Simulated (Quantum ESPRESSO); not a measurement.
# Cobalt: a ladder in the functional

Aim: see how far moments and order energies of Cobalt move with the functional, and what each rung costs.

Program: Quantum ESPRESSO 7.5. Level of theory: LDA; plane waves with GBRV 1.5 LDA potentials, no spin-orbit coupling (settings of the first rung). Results are calculated unless marked as measured.

This is a report of a sequence of runs, with most program output left out.

## 1. The structure

The structure is hexagonal, space group P6_3/mmc (No. 194). The conventional cell has a = 2.507 Å, b = 2.507 Å, c = 4.070 Å, α = 90.00°, β = 90.00°, γ = 120.00°. Nearest to Co lie 12 Co at 2.50 to 2.51 Å.

The cell comes from the Crystallography Open Database.

## 2. Rung 1, start ferro ++

pw.in

```
&CONTROL
  calculation = 'scf'
  prefix = 'pwscf'
  outdir = './tmp'
  pseudo_dir = './pseudo'
  disk_io = 'nowf'
  tprnfor = .true.
  tstress = .true.
/
&SYSTEM
  ibrav = 0
  nat = 2
  ntyp = 1
  ecutwfc = 40
  ecutrho = 280
  nbnd = 26
  occupations = 'smearing'
  smearing = 'fd'
  degauss = 0.00367493
  nspin = 2
  starting_magnetization(1) = 0.1176
/
&ELECTRONS
  conv_thr = 4d-09
  electron_maxstep = 150
  mixing_beta = 0.3
/
ATOMIC_SPECIES
Co     58.9332 co_lda_v1.2.uspp.F.UPF
CELL_PARAMETERS bohr
   4.7382992849    0.0000000000    0.0000000000
  -2.3691496424    4.1034875514    0.0000000000
   0.0000000000    0.0000000000    7.6909963546
ATOMIC_POSITIONS crystal
Co      0.3333333333    0.6666666667    0.2500000000
Co      0.6666666667    0.3333333333    0.7500000000
K_POINTS automatic
12 12 12 0 0 0
```

Run with:

```bash
$ OMP_NUM_THREADS=1 mpirun -n 2 pw.x -nk 2 -in pw.in > pw.out
```

Wall time 32 s (2 MPI ranks of Intel Xeon Platinum 8259CL at 2.50GHz (Skylake/Cascade Lake), shared host); peak memory 0.23 GiB.

Spin moment in the atom's sphere by atom:

| atom | spin moment in the atom's sphere (μB) |
| --- | --- |
| Co1 | 1.72 |
| Co2 | 1.72 |

This step gave:

| Quantity | Value |
| --- | --- |
| magnetization | 3.322 μB |
| final state | ferromagnetic |

## 3. Rung 1, start antiferro +-

Changes to pw.in since step 2:

```diff
@@ -12,6 +12,6 @@
   nat = 2
-  ntyp = 1
+  ntyp = 2
   ecutwfc = 40
   ecutrho = 280
-  nbnd = 26
+  nbnd = 24
   occupations = 'smearing'
@@ -21,2 +21,3 @@
   starting_magnetization(1) = 0.1176
+  starting_magnetization(2) = -0.1176
 /
@@ -28,3 +29,4 @@
 ATOMIC_SPECIES
-Co     58.9332 co_lda_v1.2.uspp.F.UPF
+Co1    58.9332 co_lda_v1.2.uspp.F.UPF
+Co2    58.9332 co_lda_v1.2.uspp.F.UPF
 CELL_PARAMETERS bohr
@@ -34,4 +36,4 @@
 ATOMIC_POSITIONS crystal
-Co      0.3333333333    0.6666666667    0.2500000000
-Co      0.6666666667    0.3333333333    0.7500000000
+Co1     0.3333333333    0.6666666667    0.2500000000
+Co2     0.6666666667    0.3333333333    0.7500000000
 K_POINTS automatic
```

It took 44 s on 2 MPI ranks; peak memory 0.23 GiB.

Spin moment in the atom's sphere by atom:

| atom | spin moment in the atom's sphere (μB) |
| --- | --- |
| Co1 | 1.01 |
| Co2 | -1.01 |

Read from the output:

| Quantity | Value |
| --- | --- |
| magnetization | 0 μB |
| final state | antiferromagnetic |

## 4. Rung 2, start ferro ++

pw.in

```
&CONTROL
  calculation = 'scf'
  prefix = 'pwscf'
  outdir = './tmp'
  pseudo_dir = './pseudo'
  disk_io = 'nowf'
  tprnfor = .true.
  tstress = .true.
/
&SYSTEM
  ibrav = 0
  nat = 2
  ntyp = 1
  ecutwfc = 40
  ecutrho = 280
  nbnd = 26
  occupations = 'smearing'
  smearing = 'fd'
  degauss = 0.00367493
  nspin = 2
  starting_magnetization(1) = 0.1176
/
&ELECTRONS
  conv_thr = 4d-09
  electron_maxstep = 150
  mixing_beta = 0.3
/
ATOMIC_SPECIES
Co     58.9332 co_pbesol_v1.2.uspp.F.UPF
CELL_PARAMETERS bohr
   4.7382992849    0.0000000000    0.0000000000
  -2.3691496424    4.1034875514    0.0000000000
   0.0000000000    0.0000000000    7.6909963546
ATOMIC_POSITIONS crystal
Co      0.3333333333    0.6666666667    0.2500000000
Co      0.6666666667    0.3333333333    0.7500000000
K_POINTS automatic
12 12 12 0 0 0
```

The job ended after 28 s (2 MPI ranks; peak memory 0.23 GiB).

Numbers from this step:

- magnetization: 3.393 μB
- final state: ferromagnetic
- largest moment: 1.773 μB

## 5. Rung 2, start antiferro +-

Changes to pw.in since step 4:

```diff
@@ -12,6 +12,6 @@
   nat = 2
-  ntyp = 1
+  ntyp = 2
   ecutwfc = 40
   ecutrho = 280
-  nbnd = 26
+  nbnd = 24
   occupations = 'smearing'
@@ -21,2 +21,3 @@
   starting_magnetization(1) = 0.1176
+  starting_magnetization(2) = -0.1176
 /
@@ -28,3 +29,4 @@
 ATOMIC_SPECIES
-Co     58.9332 co_pbesol_v1.2.uspp.F.UPF
+Co1    58.9332 co_pbesol_v1.2.uspp.F.UPF
+Co2    58.9332 co_pbesol_v1.2.uspp.F.UPF
 CELL_PARAMETERS bohr
@@ -34,4 +36,4 @@
 ATOMIC_POSITIONS crystal
-Co      0.3333333333    0.6666666667    0.2500000000
-Co      0.6666666667    0.3333333333    0.7500000000
+Co1     0.3333333333    0.6666666667    0.2500000000
+Co2     0.6666666667    0.3333333333    0.7500000000
 K_POINTS automatic
```

The job ended after 31 s (2 MPI ranks; peak memory 0.23 GiB).

Read from the output:

```
magnetization  : 0 μB
final state    : antiferromagnetic
largest moment : 1.200 μB
```

## 6. Rung 3, start ferro ++

pw.in

```
&CONTROL
  calculation = 'scf'
  prefix = 'pwscf'
  outdir = './tmp'
  pseudo_dir = './pseudo'
  disk_io = 'nowf'
  tprnfor = .true.
  tstress = .true.
/
&SYSTEM
  ibrav = 0
  nat = 2
  ntyp = 1
  ecutwfc = 40
  ecutrho = 280
  nbnd = 26
  occupations = 'smearing'
  smearing = 'fd'
  degauss = 0.00367493
  nspin = 2
  starting_magnetization(1) = 0.1176
/
&ELECTRONS
  conv_thr = 4d-09
  electron_maxstep = 150
  mixing_beta = 0.3
/
ATOMIC_SPECIES
Co     58.9332 co_pbe_v1.2.uspp.F.UPF
CELL_PARAMETERS bohr
   4.7382992849    0.0000000000    0.0000000000
  -2.3691496424    4.1034875514    0.0000000000
   0.0000000000    0.0000000000    7.6909963546
ATOMIC_POSITIONS crystal
Co      0.3333333333    0.6666666667    0.2500000000
Co      0.6666666667    0.3333333333    0.7500000000
K_POINTS automatic
12 12 12 0 0 0
```

Elapsed: 28 s, on 2 MPI ranks; peak memory 0.23 GiB; 56 s of CPU time.

Numbers from this step:

| Quantity | Value |
| --- | --- |
| magnetization | 3.388 μB |
| final state | ferromagnetic |
| largest moment | 1.777 μB |

## 7. Rung 3, start antiferro +-

Changes to pw.in since step 6:

```diff
@@ -12,6 +12,6 @@
   nat = 2
-  ntyp = 1
+  ntyp = 2
   ecutwfc = 40
   ecutrho = 280
-  nbnd = 26
+  nbnd = 24
   occupations = 'smearing'
@@ -21,2 +21,3 @@
   starting_magnetization(1) = 0.1176
+  starting_magnetization(2) = -0.1176
 /
@@ -28,3 +29,4 @@
 ATOMIC_SPECIES
-Co     58.9332 co_pbe_v1.2.uspp.F.UPF
+Co1    58.9332 co_pbe_v1.2.uspp.F.UPF
+Co2    58.9332 co_pbe_v1.2.uspp.F.UPF
 CELL_PARAMETERS bohr
@@ -34,4 +36,4 @@
 ATOMIC_POSITIONS crystal
-Co      0.3333333333    0.6666666667    0.2500000000
-Co      0.6666666667    0.3333333333    0.7500000000
+Co1     0.3333333333    0.6666666667    0.2500000000
+Co2     0.6666666667    0.3333333333    0.7500000000
 K_POINTS automatic
```

Elapsed: 37 s, on 2 MPI ranks; peak memory 0.23 GiB.

Numbers from this step:

- magnetization: 0 μB
- final state: antiferromagnetic
- largest moment: 1.227 μB

## 8. Rung 4, start ferro ++

pw.in

```
&CONTROL
  calculation = 'scf'
  prefix = 'pwscf'
  outdir = './tmp'
  pseudo_dir = './pseudo'
  disk_io = 'nowf'
  tprnfor = .true.
  tstress = .true.
/
&SYSTEM
  ibrav = 0
  nat = 2
  ntyp = 1
  ecutwfc = 40
  ecutrho = 280
  nbnd = 26
  input_dft = 'wc'
  occupations = 'smearing'
  smearing = 'fd'
  degauss = 0.00367493
  nspin = 2
  starting_magnetization(1) = 0.1176
/
&ELECTRONS
  conv_thr = 4d-09
  electron_maxstep = 150
  mixing_beta = 0.3
/
ATOMIC_SPECIES
Co     58.9332 co_pbe_v1.2.uspp.F.UPF
CELL_PARAMETERS bohr
   4.7382992849    0.0000000000    0.0000000000
  -2.3691496424    4.1034875514    0.0000000000
   0.0000000000    0.0000000000    7.6909963546
ATOMIC_POSITIONS crystal
Co      0.3333333333    0.6666666667    0.2500000000
Co      0.6666666667    0.3333333333    0.7500000000
K_POINTS automatic
12 12 12 0 0 0
```

Run time: 32 s. Hardware: 2 MPI ranks; peak memory 0.23 GiB; 64 s of CPU time.

Read from the output:

* magnetization: 3.393 μB
* final state: ferromagnetic
* largest moment: 1.772 μB

## 9. Rung 4, start antiferro +-

Changes to pw.in since step 8:

```diff
@@ -12,6 +12,6 @@
   nat = 2
-  ntyp = 1
+  ntyp = 2
   ecutwfc = 40
   ecutrho = 280
-  nbnd = 26
+  nbnd = 24
   input_dft = 'wc'
@@ -22,2 +22,3 @@
   starting_magnetization(1) = 0.1176
+  starting_magnetization(2) = -0.1176
 /
@@ -29,3 +30,4 @@
 ATOMIC_SPECIES
-Co     58.9332 co_pbe_v1.2.uspp.F.UPF
+Co1    58.9332 co_pbe_v1.2.uspp.F.UPF
+Co2    58.9332 co_pbe_v1.2.uspp.F.UPF
 CELL_PARAMETERS bohr
@@ -35,4 +37,4 @@
 ATOMIC_POSITIONS crystal
-Co      0.3333333333    0.6666666667    0.2500000000
-Co      0.6666666667    0.3333333333    0.7500000000
+Co1     0.3333333333    0.6666666667    0.2500000000
+Co2     0.6666666667    0.3333333333    0.7500000000
 K_POINTS automatic
```

Elapsed: 34 s, on 2 MPI ranks; peak memory 0.23 GiB; 68 s of CPU time.

Read from the output:

| Quantity | Value |
| --- | --- |
| magnetization | 0 μB |
| final state | antiferromagnetic |
| largest moment | 1.201 μB |

## 10. Rung 5, start ferro ++

pw.in

```
&CONTROL
  calculation = 'scf'
  prefix = 'pwscf'
  outdir = './tmp'
  pseudo_dir = './pseudo'
  disk_io = 'nowf'
  tprnfor = .true.
  tstress = .true.
/
&SYSTEM
  ibrav = 0
  nat = 2
  ntyp = 1
  ecutwfc = 40
  ecutrho = 280
  nbnd = 26
  input_dft = 'revpbe'
  occupations = 'smearing'
  smearing = 'fd'
  degauss = 0.00367493
  nspin = 2
  starting_magnetization(1) = 0.1176
/
&ELECTRONS
  conv_thr = 4d-09
  electron_maxstep = 150
  mixing_beta = 0.3
/
ATOMIC_SPECIES
Co     58.9332 co_pbe_v1.2.uspp.F.UPF
CELL_PARAMETERS bohr
   4.7382992849    0.0000000000    0.0000000000
  -2.3691496424    4.1034875514    0.0000000000
   0.0000000000    0.0000000000    7.6909963546
ATOMIC_POSITIONS crystal
Co      0.3333333333    0.6666666667    0.2500000000
Co      0.6666666667    0.3333333333    0.7500000000
K_POINTS automatic
12 12 12 0 0 0
```

Run time: 31 s. Hardware: 2 MPI ranks; peak memory 0.23 GiB.

Read from the output:

* magnetization: 3.389 μB
* final state: ferromagnetic
* largest moment: 1.782 μB

## 11. Rung 5, start antiferro +-

Changes to pw.in since step 10:

```diff
@@ -12,6 +12,6 @@
   nat = 2
-  ntyp = 1
+  ntyp = 2
   ecutwfc = 40
   ecutrho = 280
-  nbnd = 26
+  nbnd = 24
   input_dft = 'revpbe'
@@ -22,2 +22,3 @@
   starting_magnetization(1) = 0.1176
+  starting_magnetization(2) = -0.1176
 /
@@ -29,3 +30,4 @@
 ATOMIC_SPECIES
-Co     58.9332 co_pbe_v1.2.uspp.F.UPF
+Co1    58.9332 co_pbe_v1.2.uspp.F.UPF
+Co2    58.9332 co_pbe_v1.2.uspp.F.UPF
 CELL_PARAMETERS bohr
@@ -35,4 +37,4 @@
 ATOMIC_POSITIONS crystal
-Co      0.3333333333    0.6666666667    0.2500000000
-Co      0.6666666667    0.3333333333    0.7500000000
+Co1     0.3333333333    0.6666666667    0.2500000000
+Co2     0.6666666667    0.3333333333    0.7500000000
 K_POINTS automatic
```

It took 35 s on 2 MPI ranks; peak memory 0.23 GiB; 69 s of CPU time.

Read from the output:

| Quantity | Value |
| --- | --- |
| magnetization | 0 μB |
| final state | antiferromagnetic |
| largest moment | 1.248 μB |

## 12. Rung 6, start ferro ++

pw.in

```
&CONTROL
  calculation = 'scf'
  prefix = 'pwscf'
  outdir = './tmp'
  pseudo_dir = './pseudo'
  disk_io = 'nowf'
  tprnfor = .true.
  tstress = .true.
/
&SYSTEM
  ibrav = 0
  nat = 2
  ntyp = 1
  ecutwfc = 40
  ecutrho = 280
  nbnd = 26
  input_dft = 'rpbe'
  occupations = 'smearing'
  smearing = 'fd'
  degauss = 0.00367493
  nspin = 2
  starting_magnetization(1) = 0.1176
/
&ELECTRONS
  conv_thr = 4d-09
  electron_maxstep = 150
  mixing_beta = 0.3
/
ATOMIC_SPECIES
Co     58.9332 co_pbe_v1.2.uspp.F.UPF
CELL_PARAMETERS bohr
   4.7382992849    0.0000000000    0.0000000000
  -2.3691496424    4.1034875514    0.0000000000
   0.0000000000    0.0000000000    7.6909963546
ATOMIC_POSITIONS crystal
Co      0.3333333333    0.6666666667    0.2500000000
Co      0.6666666667    0.3333333333    0.7500000000
K_POINTS automatic
12 12 12 0 0 0
```

Run time: 28 s. Hardware: 2 MPI ranks; peak memory 0.23 GiB; 56 s of CPU time.

This step gave:

```
magnetization  : 3.389 μB
final state    : ferromagnetic
largest moment : 1.783 μB
```

## 13. Rung 6, start antiferro +-

Changes to pw.in since step 12:

```diff
@@ -12,6 +12,6 @@
   nat = 2
-  ntyp = 1
+  ntyp = 2
   ecutwfc = 40
   ecutrho = 280
-  nbnd = 26
+  nbnd = 24
   input_dft = 'rpbe'
@@ -22,2 +22,3 @@
   starting_magnetization(1) = 0.1176
+  starting_magnetization(2) = -0.1176
 /
@@ -29,3 +30,4 @@
 ATOMIC_SPECIES
-Co     58.9332 co_pbe_v1.2.uspp.F.UPF
+Co1    58.9332 co_pbe_v1.2.uspp.F.UPF
+Co2    58.9332 co_pbe_v1.2.uspp.F.UPF
 CELL_PARAMETERS bohr
@@ -35,4 +37,4 @@
 ATOMIC_POSITIONS crystal
-Co      0.3333333333    0.6666666667    0.2500000000
-Co      0.6666666667    0.3333333333    0.7500000000
+Co1     0.3333333333    0.6666666667    0.2500000000
+Co2     0.6666666667    0.3333333333    0.7500000000
 K_POINTS automatic
```

Run time: 36 s. Hardware: 2 MPI ranks; peak memory 0.23 GiB.

Read from the output:

| Quantity | Value |
| --- | --- |
| magnetization | 0 μB |
| final state | antiferromagnetic |
| largest moment | 1.255 μB |

## 14. Side by side

Ladder, by row:

| rung | functional | potentials | state from the first start | state from the second start | second less first (meV a seeded atom) | moment, first (μB) | moment, second (μB) | CPU time (s) |
| --- | --- | --- | --- | --- | --- | --- | --- | --- |
| 1 | LDA | GBRV 1.5 LDA | ferromagnetic | antiferromagnetic | 225 | 1.72 | 1.006 | 152.1 |
| 2 | PBEsol | GBRV 1.5 PBEsol | ferromagnetic | antiferromagnetic | 257 | 1.773 | 1.2 | 116.6 |
| 3 | PBE | GBRV 1.5 PBE | ferromagnetic | antiferromagnetic | 260.6 | 1.777 | 1.227 | 129.2 |
| 4 | WC | GBRV 1.5 PBE | ferromagnetic | antiferromagnetic | 255.1 | 1.772 | 1.201 | 132.1 |
| 5 | revPBE | GBRV 1.5 PBE | ferromagnetic | antiferromagnetic | 264 | 1.782 | 1.248 | 130.1 |
| 6 | RPBE | GBRV 1.5 PBE | ferromagnetic | antiferromagnetic | 265.2 | 1.783 | 1.255 | 128.5 |

## 15. Results

| Property | Result |
| --- | --- |
| range of the largest moment, first start | 1.72 to 1.78 μB; second start 1.01 to 1.26 μB |
| range of CPU time | 1.9 min to 2.5 min |
| range of the energy difference | 225 to 265 meV a seeded atom |

For the first start the functionals give moments from 1.72 to 1.78 μB; all use the same cell, so differences in their own lattice constants don't enter. Rungs 4, 5 and 6 use pseudopotentials made with another functional.

[Logs and program files are shortened in this print: banners, set-up blocks, solver, clock and traceback lines can be left out without a mark of their own.]

[Logs are printed without paths, hosts, clocks, repeated set-up lines and the standing remarks that a program may print on its own settings, such as how far it seeks lower states.]

[Hosts, paths, dates, database ids (printed as entryN), source tags and the programs' standing remarks are cut or masked in the printed files.]

[Where a cell is said to come from a database of computed structures, the database is the Materials Project.]
